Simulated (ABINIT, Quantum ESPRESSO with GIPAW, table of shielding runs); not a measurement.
# NMR shieldings of SrO in space group Fm-3m by two methods, part 2 of 2

How well do two plane-wave methods agree on the shieldings of SrO in space group Fm-3m?

ABINIT 10.8.3 and Quantum ESPRESSO with GIPAW.

So far: The starting structure; GIPAW: ground state; GIPAW: response.

The database entry behind the starting cell differs from later determinations by our own check (about 0.5 % short), so it need not match the best structure at ambient conditions.

### 4. Converse method: dipole on Sr1; PBE, zora 0, 22 Ha, 4×4×4 (4 shifts)

Level of this step: DFT, PBE, plane-wave PAW (JTH 2.0), scalar-relativistic datasets, non-relativistic dipole terms (zora 0), shielding from the orbital moment that a nuclear dipole induces (ABINIT).

A nuclear dipole of one atomic unit is put on one atom. The ground state with the dipole is followed by the k-derivatives of the wave functions, and the induced orbital moment, with its sign turned, is the shielding tensor applied to the dipole's direction; the site's symmetry gives the rest. The dipole breaks time reversal, so the whole zone is sampled. JTH 2.0 datasets hold the cores' Lamb term.

Contents of run.abi:

```
ndtset 2
acell 3*1.0 Angstrom
rprim
  0.00000000 2.56630000 2.56630000
  2.56630000 0.00000000 2.56630000
  2.56630000 2.56630000 0.00000000
natom 2
ntypat 2
znucl 38 8
typat 1 2
xred
  0.50000000 0.50000000 0.50000000
  0.00000000 0.00000000 0.00000000
pseudos "Sr_PBE_JTH.xml, O_PBE_JTH.xml"
ecut 22
pawecutdg 44
pawovlp -1
kptopt 3
ngkpt 4 4 4
nshiftk 4
shiftk 0.5 0.5 0.5  0.5 0 0  0 0.5 0  0 0 0.5
nband 8
occopt 1
nsym 1
symmorphi 0
istwfk *1
chkprim 0
chksymbreak 0
chksymtnons 0
optforces 0
optstress 0
pawcpxocc 2
usexcnhat 0
paral_atom 0
paral_kgb 0
prtden 0
prteig 0
prtebands 0
prtgsr 0
natnd 1
iatnd 1
atndlist 1 0 0
tolvrs1 1d-11
nstep1 50
rfddk2 1
rfdir2 1 1 1
iscf2 -3
getwfk2 -1
orbmag2 2
tolwfr2 1d-18
nstep2 30
prtwf2 0
```

Command:

```sh
$ abinit run.abi > log
```

Numbers of over 12 decimals in the logs are rounded to 6 here.

What it wrote:

```text
DATASET    1 : space group P1 (#  1); Bravais aP (primitive triclinic)
[...]
Values of the parameters that define the memory need for DATASET  1.
     intxc =       0    ionmov =       0      iscf =      17    lmnmax =      18
     lnmax =       6     mgfft =      30  mpssoang =       3    mqgrid =    3001
     natom =       2  nloc_mem =       2    nspden =       1   nspinor =       1
    nsppol =       1      nsym =       1    n1xccc =       1    ntypat =       2
    occopt =       1   xclevel =       2
       mpw =        1131          nfft =       27000          nkpt =         256
 PAW method is used; the additional fine FFT grid is defined by:
   mgfftf=        45    nfftf =     91125
[...]
DATASET    2 : space group P1 (#  1); Bravais aP (primitive triclinic)
[...]
Values of the parameters that define the memory need for DATASET  2 (RF).
     intxc =       0      iscf =      -3    lmnmax =      18     lnmax =       6
     mgfft =      30  mpssoang =       3    mqgrid =    3001     natom =       2
  nloc_mem =       2    nspden =       1   nspinor =       1    nsppol =       1
      nsym =       1    n1xccc =       1    ntypat =       2    occopt =       1
   xclevel =       2
      nfft =       27000          nkpt =         256
[...]
acell      1.8897261259E+00  1.8897261259E+00  1.8897261259E+00 Bohr
              amu      8.76200000E+01  1.59994000E+01
         atndlist      1.0000000000E+00  0.0000000000E+00  0.0000000000E+00
[...]
ecut      2.20000000E+01 Hartree
           getwfk1          0
           getwfk2         -1
            iatnd        1    0
             iscf1         17
             iscf2         -3
              ixc     -101130
           jdtset        1    2
     [kpt list left out]
           kptopt           3
         kptrlatt        4   -4    4     -4    4    4     -4   -4    4
[...]
natnd           1
            natom           2
            nband           8
           ndtset           2
            ngfft          30      30      30
          ngfftdg          45      45      45
             nkpt         256
            nstep1         50
            nstep2         30
             nsym           1
           ntypat           2
        nucdipmom      1.0000000000E+00  0.0000000000E+00  0.0000000000E+00
[...]
occ      2.000000  2.000000  2.000000  2.000000  2.000000  2.000000
[...]
optforces           0
        optstress           0
           orbmag1          0
           orbmag2          2
        pawcpxocc           2
        pawecutdg      4.40000000E+01 Hartree
          pawovlp     -1.0000000000E+00
[...]
rfddk1          0
            rfddk2          1
            rprim      0.0000000000E+00  2.5663000000E+00  2.5663000000E+00
[...]
shiftk      5.00000000E-01  5.00000000E-01  5.00000000E-01
          spgroup           1
        symmorphi           0
           tolvrs1     1.00000000E-11
           tolvrs2     0.00000000E+00
           tolwfr1     0.00000000E+00
           tolwfr2     1.00000000E-18
            typat      1  2
        usexcnhat           0
           useylm           1
     [wtk list left out]
[...]
xred      5.0000000000E-01  5.0000000000E-01  5.0000000000E-01
[...]
znucl       38.00000    8.00000
[...]
dimensions: {natom: 2, nkpt: 256, mband: 8, nsppol: 1, nspinor: 1, nspden: 1, mpw: 1131, }
cutoff_energies: {ecut:  22.0, pawecutdg:  44.0, }
electrons: {nelect:   1.60000000E+01, charge:   0.00000000E+00, occopt:   1.00000000E+00, tsmear:   1.00000000E-02, }
[...]
Unit cell volume ucvol=  2.2811239E+02 bohr^3
[...]
Coarse grid specifications (used for wave-functions):
[...]
Fine grid specifications (used for densities):
[...]
4.46581426E+02                                ecore*ucvol(ha*bohr**3)
[...]
solver: {iscf: 17, nstep: 50, nline: 4, wfoptalg: 10, }
tolerances: {tolvrs: 1.00E-11, }
[...]
ETOT  1  -47.381910765146    -4.738E+01 2.408E-01 4.675E+01
 ETOT  2  -47.356669348419     2.524E-02 1.184E-03 5.025E+01
 ETOT  3  -47.314913367106     4.176E-02 1.481E-03 2.845E+00
 ETOT  4  -47.315228587860    -3.152E-04 2.450E-04 5.161E-01
 ETOT  5  -47.314164678443     1.064E-03 7.646E-05 1.060E-02
 ETOT  6  -47.314232882481    -6.820E-05 9.597E-07 4.717E-03
 ETOT  7  -47.314227804117     5.078E-06 2.511E-07 3.201E-04
 ETOT  8  -47.314227966168    -1.621E-07 6.903E-08 3.168E-05
 ETOT  9  -47.314227927348     3.882E-08 1.097E-08 4.495E-06
 ETOT 10  -47.314227926540     8.080E-10 5.119E-10 6.564E-07
 ETOT 11  -47.314227926347     1.923E-10 8.663E-12 1.913E-07
 ETOT 12  -47.314227926487    -1.394E-10 5.333E-13 4.363E-07
 ETOT 13  -47.314227926171     3.155E-10 1.601E-11 6.163E-08
 ETOT 14  -47.314227926150     2.148E-11 9.857E-13 6.747E-09
 ETOT 15  -47.314227926147     2.501E-12 5.511E-14 1.701E-10
 ETOT 16  -47.314227926148    -3.553E-13 1.996E-15 5.214E-12

[...]
f-sum rule ratio=    1.0074265898E+00
 Expectation of eigenvalue derivatives (hartree) for nkpt= 256  k points:
  (in case of degenerate eigenvalues, averaged derivative)
 [levels by k-point left out]

 Nine components of 2nd-order total energy (hartree) are
 1,2,3: 0th-order hamiltonian combined with 1st-order wavefunctions
     kin0=   3.95432456E+01 eigvalue=   1.32427589E+00  local=  -2.57540384E+01  nclr dpl0=  -1.69308938E-07
 4,5,6: 1st-order hamiltonian combined with 1st and 0th-order wfs
     kin1=  -4.05855845E+01  Hartree=   0.00000000E+00     xc=   0.00000000E+00  nclr dpl1=  -1.79414185E-10
 7,8,9: eventually, occupation + non-local contributions
    edocc=   0.00000000E+00     enl0=   7.30523634E+00   enl1=  -5.20551934E+00
 10: eventually, PAW "on-site" Hxc contribution: epaw1=   0.00000000E+00
 1-10 gives the relaxation energy (to be shifted if some occ is /=2.0)
   erelax=  -2.33723846E+01
 11 Contribution from 1st-order change of wavefunctions overlap
 eovl1 =  -4.76832659E-01
  No Ewald or frozen-wf contrib.: the relaxation energy is the total one
 2DEtotal=   -0.2337238459E+02 Ha. Also 2DEtotal=   -0.635994984697E+03 eV
    (  non-var. 2DEtotal :   -2.3372384595E+01 Ha)
[...]
symkpt : not enough symmetry to change the number of k points.

 Initialisation of the first-order wave-functions :
  ireadwf=   0
[...]
solver: {iscf: -3, nstep: 30, nline: 4, wfoptalg: 10, }
tolerances: {tolwfr: 1.00E-18, }
[...]
At SCF step   11   max residual=  9.98E-19 < tolwfr=  1.00E-18 =>converged.
[...]
----iterations are completed or convergence reached----
[...]
f-sum rule ratio=    1.0074265899E+00
 Expectation of eigenvalue derivatives (hartree) for nkpt= 256  k points:
  (in case of degenerate eigenvalues, averaged derivative)
 [levels by k-point left out]

 Nine components of 2nd-order total energy (hartree) are
 1,2,3: 0th-order hamiltonian combined with 1st-order wavefunctions
     kin0=   3.95432456E+01 eigvalue=   1.32427589E+00  local=  -2.57540384E+01  nclr dpl0=  -1.69308929E-07
 4,5,6: 1st-order hamiltonian combined with 1st and 0th-order wfs
     kin1=  -4.05855845E+01  Hartree=   0.00000000E+00     xc=   0.00000000E+00  nclr dpl1=  -1.79415063E-10
 7,8,9: eventually, occupation + non-local contributions
    edocc=   0.00000000E+00     enl0=   7.30523634E+00   enl1=  -5.20551934E+00
 10: eventually, PAW "on-site" Hxc contribution: epaw1=   0.00000000E+00
 1-10 gives the relaxation energy (to be shifted if some occ is /=2.0)
   erelax=  -2.33723846E+01
 11 Contribution from 1st-order change of wavefunctions overlap
 eovl1 =  -4.76832659E-01
  No Ewald or frozen-wf contrib.: the relaxation energy is the total one
 2DEtotal=   -0.2337238460E+02 Ha. Also 2DEtotal=   -0.635994984731E+03 eV
    (  non-var. 2DEtotal :   -2.3372384596E+01 Ha)
[...]
symkpt : not enough symmetry to change the number of k points.

 Initialisation of the first-order wave-functions :
  ireadwf=   0
[...]
solver: {iscf: -3, nstep: 30, nline: 4, wfoptalg: 10, }
tolerances: {tolwfr: 1.00E-18, }
[...]
ETOT  2  -23.372274018709     -1.940E-02 1.093E-03 0.000E+00
 ETOT  3  -23.372383498534     -1.095E-04 7.517E-06 0.000E+00
 ETOT  4  -23.372384581795     -1.083E-06 1.760E-07 0.000E+00
 ETOT  5  -23.372384594599     -1.280E-08 1.342E-09 0.000E+00
 ETOT  6  -23.372384594762     -1.635E-10 3.644E-11 0.000E+00
 ETOT  7  -23.372384594764     -2.224E-12 2.579E-13 0.000E+00
 ETOT  8  -23.372384594764     -7.105E-14 7.981E-15 0.000E+00
 ETOT  9  -23.372384594764      3.197E-14 5.365E-17 0.000E+00
 ETOT 10  -23.372384594764     -3.553E-15 1.805E-18 0.000E+00
 ETOT 11  -23.372384594764     -1.421E-14 9.981E-19 0.000E+00

 At SCF step   11   max residual=  9.98E-19 < tolwfr=  1.00E-18 =>converged.
[...]
----iterations are completed or convergence reached----
[...]
f-sum rule ratio=    1.0074265898E+00
 Expectation of eigenvalue derivatives (hartree) for nkpt= 256  k points:
  (in case of degenerate eigenvalues, averaged derivative)
 [levels by k-point left out]

 Nine components of 2nd-order total energy (hartree) are
 1,2,3: 0th-order hamiltonian combined with 1st-order wavefunctions
     kin0=   3.95432456E+01 eigvalue=   1.32427589E+00  local=  -2.57540384E+01  nclr dpl0=  -1.69308924E-07
 4,5,6: 1st-order hamiltonian combined with 1st and 0th-order wfs
     kin1=  -4.05855845E+01  Hartree=   0.00000000E+00     xc=   0.00000000E+00  nclr dpl1=  -1.79419637E-10
 7,8,9: eventually, occupation + non-local contributions
    edocc=   0.00000000E+00     enl0=   7.30523634E+00   enl1=  -5.20551935E+00
 10: eventually, PAW "on-site" Hxc contribution: epaw1=   0.00000000E+00
 1-10 gives the relaxation energy (to be shifted if some occ is /=2.0)
   erelax=  -2.33723846E+01
 11 Contribution from 1st-order change of wavefunctions overlap
 eovl1 =  -4.76832658E-01
  No Ewald or frozen-wf contrib.: the relaxation energy is the total one
 2DEtotal=   -0.2337238459E+02 Ha. Also 2DEtotal=   -0.635994984698E+03 eV
    (  non-var. 2DEtotal :   -2.3372384595E+01 Ha)
[...]
Orbital magnetic moment computed with DFPT derivative wavefunctions

 Orbital magnetic moment, Cartesian directions :
 -2.61224533E-03 -2.37372887E-12  3.37392224E-10

 Chern vector, Cartesian directions :
 -3.43260848E-07 -1.49637404E-12 -5.34425163E-12

 Orbital magnetic moment, term-by-term breakdown :
     rho(1) CC :  -1.71000026E-03 -1.13148333E-09  1.20496377E-09
    rho(1) VV1 :   1.92631375E-03 -2.33646871E-11  3.26532199E-10
    rho(1) VV2 :   2.96646195E-05 -2.50260680E-12 -1.90570048E-12
     rho(0) NL :   1.86465990E-04  1.21106535E-09 -1.14133422E-09
   <L_R> terms :   3.90523939E-04 -5.60897086E-11 -5.08626581E-11
 <A0.An> terms :   5.86332500E-06  1.25072958E-15 -1.16882697E-15
    Lamb terms :  -3.44107669E-03  0.00000000E+00  0.00000000E+00
 Chern vector, term-by-term breakdown :
  Ch CC :   7.46758511E-06 -1.35739373E-12 -2.78601619E-12
 Ch vv1 :  -7.81084595E-06 -1.38980313E-13 -2.55823544E-12
 Ch vv2 :  -3.50724580E-22  3.12506809E-22 -3.22762212E-21
[...]
---- first-order wavefunction calculations are completed ----

 respfn : d/dk was computed, but no 2DTE, so no DDB output.

== END DATASET(S) ==

[key lines of the parts left out:]
Total energy DC (eV): -8.85713379952159E+04
```

It took 31 min on 1 thread of Arm Neoverse N1, shared host; peak memory 0.49 GiB.

Along the dipole the shielding is 2612.2 ppm. The Chern vector, which should vanish, has length 3.4e-07. In mesh series on salts like this, lengths over 2.5e-7 went with errors from several ppm on light ions to many hundreds on heavy ones, so the run counts as not converged.

### 5. Converse method: dipole on Sr1; PBE, zora 0, 22 Ha, 3×3×3 (4 shifts)

Against the first converse run the mesh is changed, to see how fast the orbital moment converges.

Changes to run.abi since step 4:

```diff
@@ -18,3 +18,3 @@
 kptopt 3
-ngkpt 4 4 4
+ngkpt 3 3 3
 nshiftk 4
```

Command:

```sh
$ abinit run.abi > log
```

What it wrote:

```text
[... set-up and SCF cycles left out ...]

 Orbital magnetic moment computed with DFPT derivative wavefunctions

 Orbital magnetic moment, Cartesian directions :
 -2.64265924E-03 -4.72548700E-10  1.75997941E-09

 Chern vector, Cartesian directions :
 -1.61041368E-06 -1.12909936E-11 -1.41955684E-11

 Orbital magnetic moment, term-by-term breakdown :
     rho(1) CC :  -1.73171628E-03  3.25968965E-10  1.42239175E-09
    rho(1) VV1 :   1.91726729E-03 -2.88251373E-10  3.73920264E-11
    rho(1) VV2 :   2.96599377E-05  1.68618501E-11  1.41967952E-12
     rho(0) NL :   1.87004869E-04 -4.13805798E-10  1.12556479E-10
   <L_R> terms :   3.90332881E-04 -1.13320944E-10  1.86217911E-10
 <A0.An> terms :   5.86875436E-06 -1.39999231E-15  1.56843645E-15
    Lamb terms :  -3.44107669E-03  0.00000000E+00  0.00000000E+00
 Chern vector, term-by-term breakdown :
  Ch CC :   6.19246446E-06 -1.39448156E-11 -1.33423898E-11
 Ch vv1 :  -7.80287813E-06  2.65382199E-12 -8.53178583E-13
 Ch vv2 :  -1.89523622E-20  1.62485775E-20  1.45291668E-21
[...]
---- first-order wavefunction calculations are completed ----

 respfn : d/dk was computed, but no 2DTE, so no DDB output.

== END DATASET(S) ==
```

The job ended after 13 min (1 thread; peak memory 0.26 GiB).

Along the dipole the shielding is 2642.7 ppm. The Chern vector, which should vanish, has length 1.6e-06. In mesh series on salts like this, lengths over 2.5e-7 went with errors from several ppm on light ions to many hundreds on heavy ones, so the run counts as not converged.

### 6. Converse method: dipole on Sr1; LDA, zora 0, 22 Ha, 3×3×3 (4 shifts)

Against the PBE run at zora 0 on the same mesh, the functional is changed.

Changes to run.abi since step 5:

```diff
@@ -13,3 +13,3 @@
   0.00000000 0.00000000 0.00000000
-pseudos "Sr_PBE_JTH.xml, O_PBE_JTH.xml"
+pseudos "Sr_LDA_JTH.xml, O_LDA_JTH.xml"
 ecut 22
```

Command:

```sh
$ abinit run.abi > log
```

What it wrote:

```text
[... set-up and SCF cycles left out ...]

 Orbital magnetic moment computed with DFPT derivative wavefunctions

 Orbital magnetic moment, Cartesian directions :
 -2.58908990E-03  5.61379660E-11  2.53133915E-09

 Chern vector, Cartesian directions :
 -1.94837865E-06 -1.66688891E-12 -9.63721005E-12

 Orbital magnetic moment, term-by-term breakdown :
     rho(1) CC :  -1.71065750E-03 -1.29632687E-10  3.54244059E-10
    rho(1) VV1 :   1.89307051E-03 -6.68347895E-11  1.33945330E-11
    rho(1) VV2 :   3.18611494E-05 -2.99736672E-12  1.97403004E-12
     rho(0) NL :   1.89860201E-04  1.92746081E-10  1.95909441E-09
   <L_R> terms :   4.40317584E-04  6.28530720E-11  2.02626770E-10
 <A0.An> terms :   4.57554161E-06  3.65656520E-15  5.35563042E-15
    Lamb terms :  -3.43811738E-03  0.00000000E+00  0.00000000E+00
 Chern vector, term-by-term breakdown :
  Ch CC :   5.83933497E-06 -2.39881922E-12 -9.30350202E-12
 Ch vv1 :  -7.78771363E-06  7.31930306E-13 -3.33708028E-13
 Ch vv2 :  -6.35274710E-22  5.34699929E-21 -8.80238756E-21
[...]
---- first-order wavefunction calculations are completed ----

 respfn : d/dk was computed, but no 2DTE, so no DDB output.

== END DATASET(S) ==
```

Wall time 13 min (1 thread); peak memory 0.25 GiB.

Along the dipole the shielding is 2589.1 ppm. The Chern vector, which should vanish, has length 1.9e-06. In mesh series on salts like this, lengths over 2.5e-7 went with errors from several ppm on light ions to many hundreds on heavy ones, so the run counts as not converged.

### 7. All levels side by side

The runs with the dipole on the other atom differ from those above in iatnd alone.

```csv
level,dipole on,shielding along it (ppm),Chern vector
"PBE, zora 0, 22 Ha, 4×4×4 (4 shifts)",Sr1,2612.2,3.4e-07
"PBE, zora 0, 22 Ha, 4×4×4 (4 shifts)",O2,-220.8,5.0e-08
"PBE, zora 0, 22 Ha, 3×3×3 (4 shifts)",Sr1,2642.7,1.6e-06
"PBE, zora 0, 22 Ha, 3×3×3 (4 shifts)",O2,-224.0,2.7e-08
"LDA, zora 0, 22 Ha, 3×3×3 (4 shifts)",Sr1,2589.1,1.9e-06
"LDA, zora 0, 22 Ha, 3×3×3 (4 shifts)",O2,-259.3,6.9e-08
```

Isotropic shieldings in ppm, all without the macroscopic shape term. Core time is summed over the runs of a row, on shared hosts.

| method | functional | relativity | cutoff | mesh | core time | σ Sr1 | σ O2 |
| --- | --- | --- | --- | --- | --- | --- | --- |
| GIPAW | PBE | scalar | 55 Ry | 8×8×8 | 10 min | 2602.3 | -219.4 |
| converse (too coarse for a site) | PBE | zora 0 | 22 Ha | 4×4×4, 4 shifts | 63 min | 2612.2 | -220.8 |
| converse (too coarse for a site) | PBE | zora 0 | 22 Ha | 3×3×3, 4 shifts | 26 min | 2642.7 | -224.0 |
| converse (too coarse for a site) | LDA | zora 0 | 22 Ha | 3×3×3, 4 shifts | 26 min | 2589.1 | -259.3 |

### 8. Summary of results

```json
{
 "σ_iso of 87Sr (Sr1), GIPAW": "2602.3 ppm",
 "σ_iso of 87Sr (Sr1), converse, zora 0, not converged": "2612.2 ppm",
 "σ_iso of 17O (O2), GIPAW": "-219.4 ppm",
 "σ_iso of 17O (O2), converse, zora 0": "-220.8 ppm"
}
```

What this shows: On the finest mesh the Chern vector is over 2.5e-7 for the dipole on Sr1, so the converse value there is not converged with mesh or cutoff. The converse values lie +9.9 ppm (Sr1) and -1.4 ppm (O2) from GIPAW's. GIPAW's own mesh and cutoff were not varied. From mesh 3×3×3, 4 shifts to 4×4×4, 4 shifts the converse values move by -30.4 ppm (Sr1) and +3.2 ppm (O2). LDA in place of PBE moves Sr1 by -53.6 ppm and O2 by -35.3 ppm. The mesh is too coarse for a site at least, so part of that may be mesh error. This build of gipaw.x prints that it isn't audited and that its numbers are no references by themselves. Atoms are fixed at the given structure, with no thermal motion. The shape term of a sphere, left out, would add about 6 ppm to every shielding, by GIPAW's valence susceptibility.

[Banner, clock, file and dataset-listing lines were taken out of the logs.]

[Logs are printed without paths, hosts, clocks, repeated set-up lines and the standing remarks that a program may print on its own settings, such as how far it seeks lower states.]

[Hosts, paths, dates, database ids (printed as entryN), source tags and the programs' standing remarks are cut or masked in the printed files.]
